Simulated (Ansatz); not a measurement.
# LiMgBN2 (I-4m2): how G0W0 depends on its starting point, part 2 of 2

How much of the starting functional survives in the G0W0 gap of LiMgBN2 (I-4m2)?

Ansatz 0.2.0; G0W0 on several functionals, plane waves, PAW. Known limits of the many-body steps: not at the basis limit.

So far. Step 2 (G0W0 on LDA): The gap on the mesh goes from 2.41 eV to 4.35 eV, a correction of +1.95 eV. Between the two edge states, bare exchange in place of the xc potential would open the gap by 7.59 eV, and correlation takes back 5.65 eV.

In doubt: masses and optical values from hybrid runs of this build are listed as unsure (step 4), which bears on the screening that GW takes from such a start.

### Step 3. G0W0 on PBE

The same correction from a different start measures what one shot leaves open.

This step: G0W0 on PBE, plane waves, PAW; PAW set soft_1.

input.yaml

```yaml
crystal:
  lattice:
    - [-1.909656, 1.909656, 4.443522]
    - [1.909656, -1.909656, 4.443522]
    - [1.909656, 1.909656, -4.443522]
  atoms:
    - { symbol: Li, position: [0.25, 0.75, 0.5] }
    - { symbol: Mg, position: [0.75, 0.25, 0.5] }
    - { symbol: B, position: [0.5, 0.5, 0.0] }
    - { symbol: "N", position: [0.6512635, 0.6512635, 0.0] }
    - { symbol: "N", position: [0.3487365, 0.3487365, 0.0] }
kpoints:
  mp_grid: { grid: [6, 6, 6] }
hamiltonian:
  xc: pbe
  pseudopotentials: { kind: paw, azcp: { folder: soft_1 } }
scf:
  occupations: { method: fixed }
gw:
  n_empty_bands: 513
  ecut_chi: 230.0
  qp_bands: [v2, c2]
  qp_kpoints: band_edges
  screening: { model: contour_deformation }
```

The run is started by

```sh
$ ansatz run input.yaml --threads 3 --pin off --max-ram 92160MiB --backend cuda --events-out ev --progress --plain --runs-dir out --devices 1 --max-vram 13GiB
```

Numbers of over 12 decimals in the logs are rounded to 6 here.

The log of the run:

```text
GPUs: using 1 of 1 available (devices: 1).
[...]
GPU FFT provider: cuFFT
GPU libraries: cuBLAS 13.8.2, cuFFT 12.4.0, cuSOLVER 12.3.4
Crystal: 5 atoms, lattice volume = 64.818 Å³
Basis set: ecut = 420 eV, 1283 PW (Γ)
Bands: 18, of which v1, the nominal top of the filled ones, is band 13 counted from 1 (12 counted from 0)
Symmetry: 8 space group operations
[...]
k-points: 30 of 216 (time reversal used)
[...]
GPU buffer pool allocated for 46656 grid points (all kernels)
[...]
SCF iter   1: F=—  HF=-3059.828881 eV  |F-HF|=—  |Δ(HF+E_count)|=         —  Δρ=1.03e-1  dr2=9.26e0  ethr=3.10e-3  ⟨swp⟩=5.0  Hψ=2573  notcnv=0  defer=78
[...]
SCF iter   8: F=-3057.063799 eV  HF=-3057.063798 eV  |F-HF|=3.36e-9  |Δ(HF+E_count)|=   5.73e-7  Δρ=2.57e-6  dr2=3.51e-9  ethr=3.85e-10  ⟨swp⟩=9.6  Hψ=2369  notcnv=0
SCF 1 converged in 8 iterations: F = -3057.063799 eV  dr2 = 3.51e-9
[...]
NSCF: frozen V_eff on 30 k-points, pencils in batches of 32, up to order 72
[...]
NSCF: frozen V_eff on 30 k-points
G₀W₀ screening: q 1/30
[... further progress lines ...]
[...]
SCF converged after 8 iterations
Free energy (F): -3057.063799 eV
[...]
Internal energy: -3057.063799 eV  (E = F + TS)
E sigma→0 (E₀):  -3057.063799 eV
Fermi energy:    3.105453 eV
[...]
--- Band table (eV; the first three rows and the last of 30) ---
  k-point 0: bands = [... 9 lower, 0.9908, 0.9908, 1.7554, 1.7554, 5.7089, 9.1876, 10.9443, 10.9443, ... 1 higher]
  k-point 1: bands = [... 9 lower, 0.4655, 0.7740, 1.6012, 2.1540, 6.8010, 9.9038, 10.1587, 10.3284, ... 1 higher]
  k-point 2: bands = [... 9 lower, -0.1039, 0.3499, 1.3196, 2.5437, 7.9205, 9.7445, 9.8625, 11.3534, ... 1 higher]
  k-point 29: bands = [... 9 lower, 0.2024, 0.2024, 3.1055, 3.1055, 6.6501, 9.4436, 9.6607, 9.6607, ... 1 higher]
[...]
0    12      1.7554   -19.7874     2.7716   -15.5065  0.7641     0.2095     0.2461  root
     0    13      1.7554   -19.7874     2.7716   -15.5065  0.7641     0.2095     0.2461  root
     0    14      5.7089    -5.3691    -3.2692    -9.0578  0.8372     6.1299     6.1285  root
     0    15      9.1876    -3.8039    -3.7375    -8.1449  0.8324     9.7952     9.7912  root
     3    12      1.1916   -19.4307     2.9539   -14.8750  0.7601    -0.4579    -0.4102  root
     3    13      2.6652   -20.1006     2.4440   -16.2033  0.7728     1.1842     1.2119  root
     3    14      8.2104    -3.3284    -3.4326    -7.0668  0.8391     8.5170     8.5162  root
     3    15      8.7533    -6.5553    -4.0665   -11.6790  0.8098     9.8224     9.8105  root
[...]
29    12      3.1055   -20.6970     2.3318   -16.9939  0.7724     1.7115     1.7343  root
    29    13      3.1055   -20.6970     2.3318   -16.9939  0.7724     1.7115     1.7343  root
    29    14      6.6501    -5.0798    -3.2681    -8.7629  0.8354     7.0665     7.0650  root
    29    15      9.4436    -6.3606    -3.9536   -11.0508  0.8153    10.1866    10.1802  root
```

Run time: 2.7 min. Hardware: 1 × NVIDIA H100 80GB HBM3 (shared by 6 runs) with 3 threads of AMD EPYC 7R13 (Zen 3), shared host; peak memory 3.1 GiB; 5 min of CPU time.

Numbers from this step:

| Quantity | Value |
| --- | --- |
| bands summed | 526 |
| RPA ε∞ on this mesh (eigenvalues) | 2.621, 2.621, 3.514 |
| plane waves in the screening matrix | 527 |
| q-points in the mesh | 216 |
| G0W0 gap on the mesh | 4.394 eV |
| k of the valence top | -0.5, -0.5, -0.5 |
| k of the conduction bottom | 0, 0, 0 |
| starting gap on the mesh | 2.603 eV |
| Z at the valence top | 0.7724 |
| Z at the conduction bottom | 0.8372 |
| least direct G0W0 gap on the computed points | 5.331 eV |

Against the run with 6×6×6 mesh, 513 empty bands, screening to 230 eV, PAW set soft_1 files on LDA, the gap moves by +0.04 eV, while the start moved by +0.20 eV.

### Step 4. G0W0 on HSE06

This step: G0W0 on HSE06, plane waves, PAW; PAW set soft_1.

Edit input.yaml of step 3 so:

```diff
@@ -14,3 +14,3 @@
 hamiltonian:
-  xc: pbe
+  xc: hse06
   pseudopotentials: { kind: paw, azcp: { folder: soft_1 } }
```

The log of the run:

```text
GPUs: using 1 of 1 available (devices: 1).
[...]
davidson cushion auto → on  (no smearing: the cushion is to keep the highest requested band from converging to the state above it; pin scf.eigensolver.cushion to override)
[...]
GPU FFT provider: cuFFT
GPU libraries: cuBLAS 13.8.2, cuFFT 12.4.0, cuSOLVER 12.3.4
Crystal: 5 atoms, lattice volume = 64.818 Å³
Basis set: ecut = 420 eV, 1283 PW (Γ)
[...]
3    14      8.4886    -3.0531    -3.1994    -6.4807  0.8635     8.7171     8.7167  root
     3    15      9.3152    -6.2554    -3.7358   -10.7780  0.8393    10.1066    10.1020  root
[...]
29    12      2.2801   -20.6927     2.0181   -17.7561  0.8044     1.3545     1.3615  root
    29    13      2.2801   -20.6927     2.0181   -17.7561  0.8044     1.3545     1.3615  root
    29    14      6.9155    -4.6579    -3.0873    -8.0763  0.8603     7.2473     7.2466  root
    29    15      9.9655    -5.9369    -3.6663   -10.1288  0.8436    10.4934    10.4911  root
[key lines of the parts left out:]
Free energy (F): -3057.380729 eV
Fermi energy:    2.280071 eV
```

It took 3.9 min on 1 × NVIDIA H100 80GB HBM3 (shared by 6 runs) with 3 threads; peak memory 3.6 GiB.

Numbers from this step:

* bands summed: 526
* RPA ε∞ on this mesh (eigenvalues): 2.336, 2.336, 2.997
* plane waves in the screening matrix: 527
* G0W0 gap on the mesh: 4.970 eV
* k of the valence top: -0.5, -0.5, -0.5
* k of the conduction bottom: 0, 0, 0
* starting gap on the mesh: 3.717 eV
* least direct G0W0 gap on the computed points: 5.885 eV

Against the run with 6×6×6 mesh, 513 empty bands, screening to 230 eV, PAW set soft_1 files on PBE, the gap moves by +0.58 eV, while the start moved by +1.11 eV.

### Step 5. The starts together

All on the 6×6×6 mesh with 513 empty bands and screening to 230 eV. Times are wall times on 1 × NVIDIA H100 80GB HBM3 (shared by 6 runs) with 3 threads of AMD EPYC 7R13 (Zen 3), shared host, good to a factor of about two.

| start | starting gap (eV) | shift (eV) | G0W0 gap (eV) | RPA ε∞ (harmonic mean) | Z (valence, conduction) | time |
| --- | --- | --- | --- | --- | --- | --- |
| LDA | 2.41 | +1.95 | 4.35 | 2.96 | 0.77, 0.83 | 2.2 min |
| PBE | 2.60 | +1.79 | 4.39 | 2.86 | 0.77, 0.84 | 2.7 min |
| HSE06 | 3.72 | +1.25 | 4.97 | 2.52 | 0.80, 0.86 | 3.9 min |

How the two edges are built up, in eV (the quasiparticle level is the starting level plus Σx plus Σc less Vxc):

| run | edge | start | Σx | Σc | Vxc | Z | QP |
| --- | --- | --- | --- | --- | --- | --- | --- |
| LDA | valence top | 2.78 | -20.63 | 2.29 | -17.15 | 0.77 | 1.59 |
| LDA | conduction bottom | 5.19 | -5.41 | -3.36 | -9.51 | 0.83 | 5.94 |
| PBE | valence top | 3.11 | -20.70 | 2.33 | -16.99 | 0.77 | 1.73 |
| PBE | conduction bottom | 5.71 | -5.37 | -3.27 | -9.06 | 0.84 | 6.13 |
| HSE06 | valence top | 2.28 | -20.69 | 2.02 | -17.76 | 0.80 | 1.36 |
| HSE06 | conduction bottom | 6.00 | -5.01 | -3.10 | -8.45 | 0.86 | 6.33 |

For a hybrid start, Vxc holds its share of exact exchange.

### Step 6. Summary of results

```yaml
g0w0_lda: 4.35 eV (start 2.41 eV)
g0w0_pbe: 4.39 eV (start 2.60 eV)
g0w0_hse06: 4.97 eV (start 3.72 eV)
known_limits: not at the basis limit
```

**Reading.** The starting gaps span 1.31 eV and the G0W0 gaps 0.62 eV. Between LDA and HSE06, 0.62 eV of the 1.31 eV survives, 47 %. HSE06 screens less than LDA (ε∞ 2.52 against 2.96). Of the 0.62 eV by which its G0W0 gap is higher, the correlation part gives +0.53 eV, and exchange with the one-particle terms, which follow the orbitals, +0.09 eV. The smallest correction, +1.25 eV, is on HSE06, the start nearest to reproducing itself. Bands and cutoff are finite, so the gap is not at the basis limit. The miss can reach some tenths of an eV and take either sign; the mesh is an error of its own.

[Paths, hosts, dates, memory and timing lines, banners, echoed tables and standing remarks are left out of the program output.]

[Logs are printed without paths, hosts, clocks, repeated set-up lines and the standing remarks that a program may print on its own settings, such as how far it seeks lower states.]

[Runs of the session that timed out or met a known fault of the program may be left out.]

[Cells called generated may have been cut or substituted from an entry of the Crystallography Open Database or the Materials Project.]

[Hosts, paths, dates, database ids (printed as entryN), source tags and the programs' standing remarks are cut or masked in the printed files.]
